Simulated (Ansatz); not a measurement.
# Si on Al(100): change of the work function

Wanted: Δφ(θ) for Si/Al(100), starting from the hollow site.

Method: plane-wave DFT, LDA, Ansatz PAW, in Ansatz 0.2.0.

### 1. The starting structure

The cell holds 4 atoms: 4 Al. Cell: a = 2.864 Å, b = 2.864 Å, c = 24.075 Å, α = 90.0°, β = 90.0°, γ = 90.0°. Vacuum lies along c.

### 2. The clean slab

The bare slab comes first, as the zero from which every change is counted. The two lowest layers are held at bulk places and the upper ones relax. The dipole correction removes the false field that a one-sided slab makes across the periodic vacuum, so each face gets a flat vacuum level of its own.

input.yaml reads:

```yaml
crystal:
  lattice:
    - [2.8637824638, 0.0, 0.0]
    - [0.0, 2.8637824638, 0.0]
    - [0.0, 0.0, 24.075]
  atoms:
    - { symbol: Al, position: [0.5, 0.5, 0.3738317757] }
    - { symbol: Al, position: [0.0, 0.0, 0.4579439252] }
    - { symbol: Al, position: [0.5, 0.5, 0.5420560748] }
    - { symbol: Al, position: [0.0, 0.0, 0.6261682243] }
kpoints:
  mp_grid: { grid: [10, 10, 1] }
hamiltonian:
  xc: lda
scf:
  occupations: { method: fermi_dirac, width: 0.1 }
  convergence: { dr2_threshold: 1.0e-08 }
efield:
  axis: 3
  dipole_correction: true
  ramp_position: 0.97
  ramp_width: 0.06
relax:
  f_tol: 0.02
  max_steps: 60
  constraints: [{ sites: [0, 1] }]
output:
  write_potential: true
  write_density: true
  volumetric_format: npy
```

Started as:

```bash
$ ansatz run input.yaml --threads 4 --pin off --max-ram 6144MiB --backend cpu --events-out ev --progress --plain --runs-dir out
```

Numbers of over 12 decimals in the logs are rounded to 6 here.

Output:

```text
Engine: ansatz 0.2.0, aarch64-unknown-linux-gnu
Pseudopotentials: kind: paw
Pseudopotential: Al, paw, valence charge 3, recommended cutoff 420 eV (normal), Al.paw.azcp
Functional definition: SPW92
  exchange = slater_x
  correlation = pw_c
Crystal: 4 atoms, lattice volume = 197.445 Å³
Basis set: ecut = 420 eV, 3877 PW (Γ)
Bands: 10, of which v1, the nominal top of the filled ones, is band 6 counted from 1 (5 counted from 0)
Symmetry: 8 space group operations
k-points: 21 of 100
Non-local potential: Al, projectors of the file, l = 0: 2, l = 1: 2, l = 2: 1
PAW form: soft (Blöchl's): semilocal exchange-correlation on the pseudo side does not see the compensation charge
PAW frozen core: Al, regenerated for the run's functional, and the local potential with it (the file was generated under x = pbe(κ = 0.804, μ = 0.219515), c = pbe(β = 0.066725))
PAW one-centre angular grid: Al, 110 points (default); XC on 64 Gauss nodes
Initial density: superposition of atomic densities (neutral atoms: chi_scale 0, normalization atom), corrected by the library's trained network
Initial wavefunctions: pseudopotential atomic-orbital guess
Functional: x = slater, c = lda
SCF iter   1: F=—  HF=-2050.324683 eV  |F-HF|=—  |Δ(HF+E_count)|=         —  Δρ=2.12e-3  dr2=1.22e-2  ethr=1.77e-3  p=0.000 e·Å  D=4.85e-14 V/Å  ΔV_dip=-0.00 eV  dr2_dipole=1.69e-8  V_vac-E_F(+/−)=4.39/4.39 eV  ⟨swp⟩=8.0  Hψ=1861  notcnv=0
efield: sawtooth ramp at fractional position 0.9700 (set: `efield.ramp_position`, or a place that a band, a saddle search or an elastic batch's reference lends), width 0.0600; the density the first Hamiltonian is built on has a dipole p = 0.000 e·Å; the dipole correction subtracts the counter field D = 4.85e-14 V/Å, which shifts the + side's vacuum level by -0.00 eV against the − side's; the planar-averaged density in the ramp window peaks in size at 7.4e-6 e/Å³
preconditioner: auto → LDOS  [metal: Δε(μ)=0.079 eV  Ē_g=6.190 eV  σ=0.100 eV  W_gap=0.19  n_scr=12 (ndim 8)  ℏωp=9.2 eV  f_vac=0.539  D(μ)=2.29/eV (n_scr^D=10)  β→1.0]
SCF iter   2: F=—  HF=-2050.321383 eV  |F-HF|=—  |Δ(HF+E_count)|=   3.30e-3  Δρ=5.23e-4  dr2=6.59e-4  ethr=1.01e-4  p=0.000 e·Å  D=2.45e-5 V/Å  ΔV_dip=-0.00 eV  dr2_dipole=2.43e-8  V_vac-E_F(+/−)=4.50/4.50 eV  ⟨swp⟩=2.4  Hψ=517  notcnv=0
SCF iter   3: F=—  HF=-2050.321613 eV  |F-HF|=—  |Δ(HF+E_count)|=   2.31e-4  Δρ=1.70e-4  dr2=2.01e-4  ethr=5.49e-6  p=0.000 e·Å  D=2.95e-6 V/Å  ΔV_dip=-0.00 eV  dr2_dipole=8.50e-10  V_vac-E_F(+/−)=4.51/4.51 eV  ⟨swp⟩=2.3  Hψ=357  notcnv=0
SCF iter   4: F=—  HF=-2050.321595 eV  |F-HF|=—  |Δ(HF+E_count)|=   1.83e-5  Δρ=4.08e-5  dr2=8.43e-6  ethr=1.68e-6  p=0.000 e·Å  D=2.47e-7 V/Å  ΔV_dip=-0.00 eV  dr2_dipole=1.15e-10  V_vac-E_F(+/−)=4.50/4.50 eV  ⟨swp⟩=2.1  Hψ=327  notcnv=0
SCF iter   5: F=—  HF=-2050.321595 eV  |F-HF|=—  |Δ(HF+E_count)|=   5.64e-8  Δρ=9.42e-6  dr2=5.25e-7  ethr=7.02e-8  p=-0.000 e·Å  D=-1.29e-7 V/Å  ΔV_dip=0.00 eV  dr2_dipole=4.07e-12  V_vac-E_F(+/−)=4.50/4.50 eV  ⟨swp⟩=2.4  Hψ=345  notcnv=0
SCF iter   6: F=-2050.321595 eV  HF=-2050.321595 eV  |F-HF|=1.11e-8  |Δ(HF+E_count)|=   9.60e-8  Δρ=1.69e-6  dr2=9.88e-9  ethr=8.33e-11  p=-0.000 e·Å  D=-1.83e-7 V/Å  ΔV_dip=0.00 eV  dr2_dipole=2.02e-15  V_vac-E_F(+/−)=4.50/4.50 eV  ⟨swp⟩=8.7  Hψ=1666  notcnv=0
SCF 1 converged in 6 iterations: F = -2050.321595 eV  dr2 = 9.88e-9
  greatest PAW one-centre occupation: 0.488 electrons in one spin orbital (limit 2), on the Al atom at site 3 (counted from 0), in its partial waves of l = 0
relax step   1: F+E_penalty+E_count = -2050.32159524 eV  Δ(F+E_penalty+E_count) = +0.000e0 eV  max|allowed force component| = 1.003e-1 eV/Å  Δτ_max = 0.0000 Å  (6 SCF iters, accepted)
Initial density: handed on by an earlier stage of this run
Initial wavefunctions: those handed on with the density
iter 1 solved again at ethr=1.45e-4 eV; its pass at ethr=3.10e-3 eV (dr2=1.74e-2 eV) is discarded
SCF iter   1: F=—  HF=-2050.325701 eV  |F-HF|=—  |Δ(HF+E_count)|=         —  Δρ=9.12e-4  dr2=1.74e-2  ethr=1.45e-4  p=-0.000 e·Å  D=-1.86e-7 V/Å  ΔV_dip=0.00 eV  dr2_dipole=2.37e-3  V_vac-E_F(+/−)=4.49/4.49 eV  ⟨swp⟩=1.4  Hψ=1287  notcnv=0
efield: sawtooth ramp at fractional position 0.9700 (set: `efield.ramp_position`, or a place that a band, a saddle search or an elastic batch's reference lends), width 0.0600; the density the first Hamiltonian is built on has a dipole p = -0.000 e·Å; the dipole correction subtracts the counter field D = -1.86e-7 V/Å, which shifts the + side's vacuum level by +0.00 eV against the − side's; the planar-averaged density in the ramp window peaks in size at 9.6e-8 e/Å³
preconditioner: auto → LDOS  [metal: Δε(μ)=0.132 eV  Ē_g=6.150 eV  σ=0.100 eV  W_gap=0.29  n_scr=12 (ndim 8)  ℏωp=9.2 eV  f_vac=0.534  D(μ)=2.19/eV (n_scr^D=10)  β→1.0]
SCF iter   2: F=—  HF=-2050.323845 eV  |F-HF|=—  |Δ(HF+E_count)|=   1.86e-3  Δρ=2.67e-4  dr2=1.47e-3  ethr=1.45e-4  p=-0.000 e·Å  D=-1.16e-4 V/Å  ΔV_dip=0.00 eV  dr2_dipole=3.85e-4  V_vac-E_F(+/−)=4.50/4.49 eV  ⟨swp⟩=2.0  Hψ=274  notcnv=0
SCF iter   3: F=—  HF=-2050.323790 eV  |F-HF|=—  |Δ(HF+E_count)|=   5.44e-5  Δρ=8.39e-5  dr2=4.08e-5  ethr=1.22e-5  p=0.000 e·Å  D=8.46e-6 V/Å  ΔV_dip=-0.00 eV  dr2_dipole=5.66e-6  V_vac-E_F(+/−)=4.49/4.49 eV  ⟨swp⟩=1.9  Hψ=299  notcnv=0
SCF iter   4: F=—  HF=-2050.323801 eV  |F-HF|=—  |Δ(HF+E_count)|=   1.09e-5  Δρ=2.28e-5  dr2=5.05e-6  ethr=3.40e-7  p=-0.000 e·Å  D=-1.34e-5 V/Å  ΔV_dip=0.00 eV  dr2_dipole=2.12e-7  V_vac-E_F(+/−)=4.49/4.49 eV  ⟨swp⟩=2.5  Hψ=355  notcnv=0
SCF iter   5: F=—  HF=-2050.323800 eV  |F-HF|=—  |Δ(HF+E_count)|=   6.45e-7  Δρ=5.22e-6  dr2=6.76e-7  ethr=4.21e-8  p=0.000 e·Å  D=2.15e-5 V/Å  ΔV_dip=-0.00 eV  dr2_dipole=9.46e-8  V_vac-E_F(+/−)=4.49/4.49 eV  ⟨swp⟩=2.2  Hψ=331  notcnv=0
SCF iter   6: F=—  HF=-2050.323800 eV  |F-HF|=—  |Δ(HF+E_count)|=   4.88e-8  Δρ=1.32e-6  dr2=3.14e-8  ethr=5.63e-9  p=0.000 e·Å  D=3.44e-5 V/Å  ΔV_dip=-0.00 eV  dr2_dipole=1.16e-8  V_vac-E_F(+/−)=4.49/4.49 eV  ⟨swp⟩=1.8  Hψ=265  notcnv=0
SCF iter   7: F=-2050.323800 eV  HF=-2050.323800 eV  |F-HF|=3.10e-10  |Δ(HF+E_count)|=   9.82e-9  Δρ=2.53e-7  dr2=5.10e-10  ethr=8.33e-11  p=0.000 e·Å  D=3.60e-5 V/Å  ΔV_dip=-0.00 eV  dr2_dipole=9.18e-11  V_vac-E_F(+/−)=4.49/4.49 eV  ⟨swp⟩=9.1  Hψ=1395  notcnv=0
SCF 2 converged in 7 iterations: F = -2050.323800 eV  dr2 = 5.10e-10
relax step   2: F+E_penalty+E_count = -2050.32380041 eV  Δ(F+E_penalty+E_count) = -2.205e-3 eV  max|allowed force component| = 2.091e-2 eV/Å  Δτ_max = 0.0554 Å  (7 SCF iters, accepted)
SCF iter   1: F=—  HF=-2050.324054 eV  |F-HF|=—  |Δ(HF+E_count)|=         —  Δρ=2.04e-4  dr2=8.54e-4  ethr=7.91e-5  p=0.000 e·Å  D=3.60e-5 V/Å  ΔV_dip=-0.00 eV  dr2_dipole=1.26e-4  V_vac-E_F(+/−)=4.49/4.49 eV  ⟨swp⟩=2.1  Hψ=747  notcnv=0
efield: sawtooth ramp at fractional position 0.9700 (set: `efield.ramp_position`, or a place that a band, a saddle search or an elastic batch's reference lends), width 0.0600; the density the first Hamiltonian is built on has a dipole p = 0.000 e·Å; the dipole correction subtracts the counter field D = 3.60e-5 V/Å, which shifts the + side's vacuum level by -0.00 eV against the − side's; the planar-averaged density in the ramp window peaks in size at 2.0e-7 e/Å³
preconditioner: auto → LDOS  [metal: Δε(μ)=0.064 eV  Ē_g=6.165 eV  σ=0.100 eV  W_gap=0.16  n_scr=12 (ndim 8)  ℏωp=9.2 eV  f_vac=0.535  D(μ)=2.24/eV (n_scr^D=10)  β→1.0]
SCF iter   2: F=—  HF=-2050.323958 eV  |F-HF|=—  |Δ(HF+E_count)|=   9.60e-5  Δρ=5.97e-5  dr2=6.58e-5  ethr=7.11e-6  p=0.000 e·Å  D=7.91e-5 V/Å  ΔV_dip=-0.00 eV  dr2_dipole=1.56e-5  V_vac-E_F(+/−)=4.49/4.49 eV  ⟨swp⟩=1.8  Hψ=427  notcnv=0
SCF iter   3: F=—  HF=-2050.323954 eV  |F-HF|=—  |Δ(HF+E_count)|=   3.80e-6  Δρ=1.91e-5  dr2=2.74e-6  ethr=5.48e-7  p=0.000 e·Å  D=2.41e-6 V/Å  ΔV_dip=-0.00 eV  dr2_dipole=2.95e-7  V_vac-E_F(+/−)=4.49/4.49 eV  ⟨swp⟩=1.8  Hψ=302  notcnv=0
SCF iter   4: F=—  HF=-2050.323956 eV  |F-HF|=—  |Δ(HF+E_count)|=   1.27e-6  Δρ=3.26e-6  dr2=8.99e-8  ethr=2.28e-8  p=0.000 e·Å  D=1.68e-5 V/Å  ΔV_dip=-0.00 eV  dr2_dipole=3.03e-9  V_vac-E_F(+/−)=4.49/4.49 eV  ⟨swp⟩=2.2  Hψ=340  notcnv=0
SCF iter   5: F=—  HF=-2050.323956 eV  |F-HF|=—  |Δ(HF+E_count)|=   1.95e-8  Δρ=8.09e-7  dr2=1.10e-8  ethr=8.33e-11  p=0.000 e·Å  D=1.50e-5 V/Å  ΔV_dip=-0.00 eV  dr2_dipole=1.80e-9  V_vac-E_F(+/−)=4.49/4.49 eV  ⟨swp⟩=10.0  Hψ=1493  notcnv=0
SCF iter   6: F=-2050.323956 eV  HF=-2050.323956 eV  |F-HF|=4.83e-10  |Δ(HF+E_count)|=   3.02e-9  Δρ=2.28e-7  dr2=7.67e-10  ethr=8.33e-11  p=0.000 e·Å  D=1.49e-5 V/Å  ΔV_dip=-0.00 eV  dr2_dipole=1.95e-10  V_vac-E_F(+/−)=4.49/4.49 eV  ⟨swp⟩=8.0  Hψ=1232  notcnv=0
SCF 3 converged in 6 iterations: F = -2050.323956 eV  dr2 = 7.67e-10
relax step   3: F+E_penalty+E_count = -2050.32395576 eV  Δ(F+E_penalty+E_count) = -1.554e-4 eV  max|allowed force component| = 2.589e-3 eV/Å  Δτ_max = 0.0135 Å  (6 SCF iters, accepted)
NSCF: frozen V_eff on 21 k-points
the search or the solves at the SCF's close seem to have found levels that the self-consistency loop had missed (the run counts 1). By its estimate they hold under 1e-12 electrons; where the run keeps them, the occupations were computed again with them
WARN: The output density's exchange-correlation potential varies sharply where the density is thin. Do not read a vacuum level from v_tot or v_xc, or from such a field of the output density. On a cell that repeats whose density bears no net charge and no dipole along the vacuum's axis use v_es (v_loc + v_h of the components); under efield.dipole_correction with no amplitude use v_es + v_field, which holds any externa [...]
SCF converged after 6 iterations
Free energy (F): -2050.323956 eV
Harris-Foulkes:  -2050.323956 eV  (|F-HF|=4.83e-10)
Internal energy: -2050.251518 eV  (E = F + TS)
E sigma→0 (E₀):  -2050.287737 eV
Entropy (-TS):   -0.072437 eV (-18.109 meV/atom)
Fermi energy:    -0.334433 eV
Dipole field:    D = 0.000034 V/Å  (p = 0.000037 e·Å, saw-weighted, corrected)
Work function:   Φ+ = 4.4898 eV   Φ− = 4.4906 eV
Levels:          The Fermi level and band energies are counted from a zero that moves with the ramp; work functions are not
--- Per-component energies (eV) ---
  E_band       = -52.449120
  E_kinetic    = 85.882058
  E_local      = -2744.695573  (includes V_loc(G=0)·N_el)
  E_nonlocal   = 44.398260
  E_hartree    = 1345.267580
  E_xc         = -154.038331
  E_vxc        = -112.894615  (∫ρ·V_xc dr)
  E_paw        = -1772.672843  (= ΣΔE_a)
  E_vpaw       = -15.674268  (= ΣTr[D̂ρ^β])
  E_aug_tail   = -0.000015  (compensation charges beyond the density's cutoff)
  E_efield     = 0.000000  (sawtooth field / dipole correction)
  E_vefield    = -0.000008  (∫n·V_field dr)
  E_ewald      = 1145.384480
  E_core_change = 0.222866  (= ΣΔE_core)
  E_smearing   = -0.072437  (= −TS)
  E_closure    = 0.000000  (closes the sum)
  Σ components = -2050.323956   (vs F -2050.323956, Δ=0.00e0)
--- Forces (eV/Å), atoms counted from 1 ---
  atom   1  Al    -0.00000000     0.00000000    -0.00428679
  atom   2  Al    -0.00000000     0.00000000     0.00112371
  atom   3  Al    -0.00000000     0.00000000     0.00258947
  atom   4  Al     0.00000000     0.00000000     0.00052696
  max |Σ_I F_I| component: 4.67e-5 eV/Å
--- Band table (eV; the first three rows and the last of 21) ---
  k-point 0: bands = ["-10.8948", "-9.5510", "-7.3852", "-4.6116", "-2.2772", "1.0739", "3.1351", "4.1154", "4.3319", "5.3954"]
  k-point 1: bands = ["-10.7154", "-9.3730", "-7.2091", "-4.4364", "-2.1105", "1.2368", "2.8673", "3.3067", "4.0833", "4.2956"]
  k-point 2: bands = ["-10.1785", "-8.8404", "-6.6824", "-3.9131", "-1.6135", "0.1226", "1.3941", "1.7719", "3.4784", "3.8528"]
  k-point 20: bands = ["-2.7522", "-2.7522", "-1.5199", "-1.5199", "-1.4787", "-1.4776", "-0.0990", "-0.0981", "0.5185", "0.5185"]
--- Relaxed structure (3 steps of the walk, 3 accepted, 0 SCFs on fresh bases) ---
  F+E_penalty+E_count = -2050.32395576 eV   max|allowed force component| = 2.589e-3 eV/Å
  atoms:
    - { symbol: Al, position: [0.5, 0.5, 0.373832] }
    - { symbol: Al, position: [0.0, 0.0, 0.457944] }
    - { symbol: Al, position: [0.5, 0.5, 0.543747] }
    - { symbol: Al, position: [0, 0.0, 0.627910] }
```

Run time: 2.8 s. Hardware: 4 threads of Arm Neoverse V2, shared host; peak memory 0.37 GiB; 10 s of CPU time.

Step by step:

| step | energy less that of the first step (eV) | largest force component (eV/Å) |
| --- | --- | --- |
| 1 | 0.0000 | 0.1003 |
| 2 | -0.0022 | 0.0209 |
| 3 | -0.0024 | 0.0026 |

Forces are held to the 8 operations that the run works with; a distortion that breaks them can't arise in this run.

The atoms that moved most (Å):

| atom | dx | dy | dz | length |
| --- | --- | --- | --- | --- |
| Al4 | 0.000 | 0.000 | 0.042 | 0.042 |
| Al3 | 0.000 | 0.000 | 0.041 | 0.041 |

Final coordinates:

```cif
data_structure
_symmetry_space_group_name_H-M 'P 1'
_symmetry_Int_Tables_number 1
_cell_length_a 2.8638
_cell_length_b 2.8638
_cell_length_c 24.0750
_cell_angle_alpha 90.000
_cell_angle_beta 90.000
_cell_angle_gamma 90.000
_cell_volume 197.45
loop_
_atom_site_label
_atom_site_type_symbol
_atom_site_fract_x
_atom_site_fract_y
_atom_site_fract_z
_atom_site_occupancy
Al1 Al 0.50000 0.50000 0.37383 1
Al2 Al 0.00000 0.00000 0.45794 1
Al3 Al 0.50000 0.50000 0.54375 1
Al4 Al 0.00000 0.00000 0.62791 1
```

Numbers from this step:

```
energy at zero smearing   : -2050.2877 eV
work function, upper face : 4.490 eV
dipole along the normal   : 3.69e-5 e·Å
```

Running mean over 2.025 Å of the planar mean; the ramp of the sawtooth is left out. The electron's electrostatic potential energy less the Fermi level by z:

| z (Å) | electron's electrostatic potential energy less the Fermi level (eV) |
| --- | --- |
| 3.0 | 4.49 |
| 3.5 | 4.49 |
| 4.0 | 4.49 |
| 4.5 | 4.49 |
| 5.0 | 4.49 |
| 5.5 | 4.47 |
| 6.0 | 4.42 |
| 6.5 | 4.25 |
| 7.0 | 3.69 |
| 7.5 | 2.05 |
| 8.0 | -0.374 |
| 8.5 | -2.71 |
| 9.0 | -4.07 |
| 9.5 | -4.41 |
| 10.0 | -4.50 |
| 10.5 | -4.56 |
| 11.0 | -4.55 |
| 11.5 | -4.46 |
| 12.0 | -4.43 |
| 12.5 | -4.44 |
| 13.0 | -4.54 |
| 13.5 | -4.56 |
| 14.0 | -4.51 |
| 14.5 | -4.43 |
| 15.0 | -4.20 |
| 15.5 | -3.16 |
| 16.0 | -0.947 |
| 16.5 | 1.51 |
| 17.0 | 3.42 |
| 17.5 | 4.17 |
| 18.0 | 4.40 |
| 18.5 | 4.47 |
| 19.0 | 4.48 |
| 19.5 | 4.49 |
| 20.0 | 4.49 |
| 20.5 | 4.49 |
| 21.0 | 4.49 |

The relaxation took 3 steps and lowered the energy by 0.0024 eV; the largest force on the free atoms ends at 0.0026 eV/Å.

The work function of the upper face is 4.49 eV.

(Continued in part 2 of 6.)

[Logs are printed without paths, hosts, clocks, repeated set-up lines and the standing remarks that a program may print on its own settings, such as how far it seeks lower states.]

[Hosts, paths, dates, database ids (printed as entryN), source tags and the programs' standing remarks are cut or masked in the printed files.]

[Maps of the electrostatic potential energy from Ansatz leave out the sawtooth potential of an applied field or a dipole correction, so their vacuum need not be flat; planar profiles and work functions include it.]
